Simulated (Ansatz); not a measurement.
# GaSb wire along [111], 26 atoms a period, H-terminated: bands by functional

Aim: is the GaSb wire along [111], 26 atoms a period, H-terminated a metal or a semiconductor?

Calculated with Ansatz 0.2.0; DFT PBE, plane waves, PAW; relaxation of a wire's period; PAW set soft_1, in the first sound run; inputs show where later runs differ.

This is a report of a sequence of runs, with most program output left out.

## 1. Set-up

The cell holds 56 atoms: 13 Ga, 13 Sb and 30 H. Cell: a = 18.440 Å, b = 17.545 Å, c = 10.756 Å, α = 90.0°, β = 90.0°, γ = 90.0°. Vacuum lies along a and b. The structure's axis is c.

## 2. Relaxation of atoms and period

Band widths follow the bond lengths, so the wire is relaxed first. The atoms and the third cell vector are free; the box across stays fixed as vacuum. A Fermi-Dirac smearing is set since the result may be a metal. The pressure printed is a third of the stress's trace over the whole box, vacuum included; only the stress along the axis is relaxed.

Contents of input.yaml:

```yaml
crystal:
  lattice:
    - [18.44, 0.0, 0.0]
    - [0.0, 17.545, 0.0]
    - [0.0, 0.0, 10.756035515]
  atoms:
    - { symbol: Ga, position: [0.380934684, 0.278691267, 0.0] }
    - { symbol: Ga, position: [0.500000115, 0.49543865, 0.0] }
    - { symbol: Ga, position: [0.619065547, 0.278691267, 0.0] }
    - { symbol: Ga, position: [0.738130978, 0.49543865, 0.0] }
    - { symbol: Sb, position: [0.261869253, 0.49543865, 0.25] }
    - { symbol: Sb, position: [0.380934684, 0.278691267, 0.25] }
    - { symbol: Sb, position: [0.380934684, 0.712186032, 0.25] }
    - { symbol: Sb, position: [0.500000115, 0.49543865, 0.25] }
[... 44 atom lines left out ...]
    - { symbol: H, position: [0.808091097, 0.537890582, 0.951035243] }
    - { symbol: Ga, position: [0.261869253, 0.49543865, 0.0] }
    - { symbol: Ga, position: [0.380934684, 0.712186032, 0.0] }
    - { symbol: Ga, position: [0.619065547, 0.712186032, 0.0] }
kpoints:
  mp_grid: { grid: [1, 1, 8] }
scf:
  occupations: { method: fermi_dirac, width: 0.05 }
hamiltonian:
  xc: pbe
  pseudopotentials: { kind: paw, azcp: { folder: soft_1 } }
relax:
  cell: { fix: [a, b, alpha, beta, gamma] }
  max_steps: 45
  f_tol: 0.03
```

Started as:

```console
$ ansatz run input.yaml --threads 4 --pin off --max-ram 16384MiB --backend cpu --events-out ev --progress --plain --runs-dir out
```

The job ended after 20 min (4 threads of Arm Neoverse V1, shared host; peak memory 11 GiB; 80 min of CPU time).

The steps of the relaxation:

```csv
step,energy less that of the first step (eV),largest force component (eV/Å),pressure (GPa),volume (Å³)
1,0.0000,0.9839,-0.18,3479.90
2,-2.2598,0.6653,-0.06,3478.88
3,-2.7124,0.1868,-0.03,3460.79
4,-2.8965,0.0813,-0.04,3450.82
5,-2.9414,0.1374,-0.05,3442.35
6,-2.9563,0.0439,-0.01,3448.98
7,-2.9609,0.0287,0.00,3450.33
8*,-2.9576,0.0287,0.00,3450.33
```

Relaxation steps marked * repeat the geometry before them on a plane-wave basis chosen anew for their cell, so energy and pressure can jump there.

Forces are held to the 2 operations that the run works with; a distortion that breaks them can't arise in this run.

```csv
cell as run,before,after,change
c (Å),10.756,10.665,-0.8 %
```

The atoms that moved most (Å, along periodic axes as changes of fractional coordinates times the final cell, across vacuum about the mean position):

| atom | dx | dy | dz | length |
| --- | --- | --- | --- | --- |
| H49 | -0.452 | -0.311 | 0.199 | 0.584 |
| H46 | 0.452 | -0.311 | 0.199 | 0.584 |
| H45 | -0.494 | -0.236 | 0.196 | 0.582 |
| H51 | 0.494 | -0.236 | 0.196 | 0.582 |
| H53 | 0.043 | 0.544 | 0.196 | 0.580 |
| H42 | -0.043 | 0.544 | 0.196 | 0.580 |
| H21 | -0.214 | 0.386 | 0.182 | 0.477 |
| H15 | 0.214 | 0.386 | 0.182 | 0.477 |

This step gave:

```
cell length along the wire : 10.66 Å
```

The cell's length comes to 10.665 Å with spin left out.

## 3. Bands of the perfect wire

This step: DFT PBE, plane waves, PAW; bands of a perfect wire; PAW set soft_1 (Ansatz 0.2.0).

At the relaxed period the bands are computed along the axis; those that cross an energy going forward count the channels that a perfect wire would open there.

Contents of input.yaml:

```yaml
crystal:
  lattice:
    - [18.44, 0.0, 0.0]
    - [0.0, 17.545, 0.0]
    - [0.0, 0.0, 10.6646446568]
  atoms:
    - { symbol: Ga, position: [0.383494351, 0.261719894, 0.980784062] }
    - { symbol: Ga, position: [0.5, 0.495432857, 0.991594275] }
    - { symbol: Ga, position: [0.616505649, 0.261719894, 0.980784062] }
    - { symbol: Ga, position: [0.750795701, 0.506158564, 0.980749979] }
    - { symbol: Sb, position: [0.264786178, 0.486773911, 0.23668136] }
    - { symbol: Sb, position: [0.375174267, 0.285797933, 0.23662359] }
    - { symbol: Sb, position: [0.389567055, 0.713943415, 0.236642178] }
    - { symbol: Sb, position: [0.5, 0.495497145, 0.246691466] }
[... 44 atom lines left out ...]
    - { symbol: H, position: [0.810445422, 0.568915957, 0.969407667] }
    - { symbol: Ga, position: [0.249204299, 0.506158564, 0.980749979] }
    - { symbol: Ga, position: [0.365726939, 0.718365495, 0.980744276] }
    - { symbol: Ga, position: [0.634273061, 0.718365495, 0.980744276] }
kpoints:
  mp_grid: { grid: [1, 1, 8] }
  band_path: { path: ["Γ", Z], npoints: 90 }
scf:
  occupations: { method: fermi_dirac, width: 0.05 }
hamiltonian:
  xc: pbe
  pseudopotentials: { kind: paw, azcp: { folder: soft_1 } }
output:
  dos: { e_range: [-5, 4] }
  write_potential: true
  write_density: true
  volumetric_format: npy
```

The job ended after 63 min (4 threads; peak memory 12 GiB).

This step gave:

| Quantity | Value |
| --- | --- |
| band gap | 2.082 eV |

Electronic bands along the path, in eV, zero at the Fermi level; v1 is the highest filled band, c1 the lowest empty one:

```
  point     v4     v3     v2     v1    c1    c2    c3    c4
      Γ  -1.52  -1.50  -1.50  -1.03  1.05  1.34  1.61  1.61
halfway  -1.51  -1.48  -1.48  -1.31  1.19  1.37  1.38  1.38
      Z  -1.54  -1.50  -1.50  -1.50  1.19  1.19  1.38  1.39
```

The gap is 2.08 eV, with spin left out.

On this path the gap is direct, 2.08 eV, with the valence top at Γ and the conduction bottom at Γ.

## 4. Levels at the same atoms, cutoff 500 eV, k-mesh 1×1×6

This step: DFT r2SCAN, plane waves, PAW; bands of a perfect wire at the PBE geometry; PAW set soft_1 (Ansatz 0.2.0).

The atoms stay at the PBE geometry and the functional changes. r2SCAN also reads the kinetic-energy density; it often gives larger moments and wider gaps than PBE, at a higher cost. Against the first PBE run of this kind, the cutoff is 500 eV against 420 and the mesh along the wire has 6 points against 8.

input.yaml: that of step 3 with these lines changed.

```diff
@@ -63,3 +63,3 @@
 kpoints:
-  mp_grid: { grid: [1, 1, 8] }
+  mp_grid: { grid: [1, 1, 6] }
   band_path: { path: ["Γ", Z], npoints: 90 }
@@ -68,8 +68,3 @@
 hamiltonian:
-  xc: pbe
+  xc: r2scan
   pseudopotentials: { kind: paw, azcp: { folder: soft_1 } }
-output:
-  dos: { e_range: [-5, 4] }
-  write_potential: true
-  write_density: true
-  volumetric_format: npy
```

Wall time 1.6 h (4 threads); peak memory 13 GiB.

Numbers from this step:

| Quantity | Value |
| --- | --- |
| band gap | 2.394 eV |

The electronic bands at the labelled points (eV, zero at the Fermi level; v1 is the highest filled band, c1 the lowest empty one):

| point | v4 | v3 | v2 | v1 | c1 | c2 | c3 | c4 |
| --- | --- | --- | --- | --- | --- | --- | --- | --- |
| Γ | -1.70 | -1.68 | -1.68 | -1.19 | 1.21 | 1.52 | 1.75 | 1.75 |
| halfway | -1.70 | -1.66 | -1.66 | -1.47 | 1.34 | 1.53 | 1.53 | 1.54 |
| Z | -1.73 | -1.69 | -1.68 | -1.68 | 1.34 | 1.34 | 1.51 | 1.55 |

The gap is 2.39 eV, against 2.08 eV under PBE at the relaxed period.

## 5. Summary of results

- cell length, PBE: 10.66 Å
- gap, PBE: 2.08 eV
- gap, r2SCAN: 2.39 eV

What this shows: Under PBE the cell's length is 10.66 Å, and a gap of 2.08 eV makes it a semiconductor. At the relaxed period the wire is gapped under every functional, from 2.08 eV (PBE) to 2.39 eV (r2SCAN). Weak screening in one dimension makes quasiparticle gaps larger than the semilocal gaps, as a rule. Plain hydrogen on a compound's surface is a simple closure: it may leave surface states, and facets that end in unlike atoms put a field across the wire, both of which shrink the gap. Spin-orbit coupling is left out, which matters for the bands of heavy atoms.

[Logs are printed without paths, hosts, clocks, repeated set-up lines and the standing remarks that a program may print on its own settings, such as how far it seeks lower states.]

[Hosts, paths, dates, database ids (printed as entryN), source tags and the programs' standing remarks are cut or masked in the printed files.]
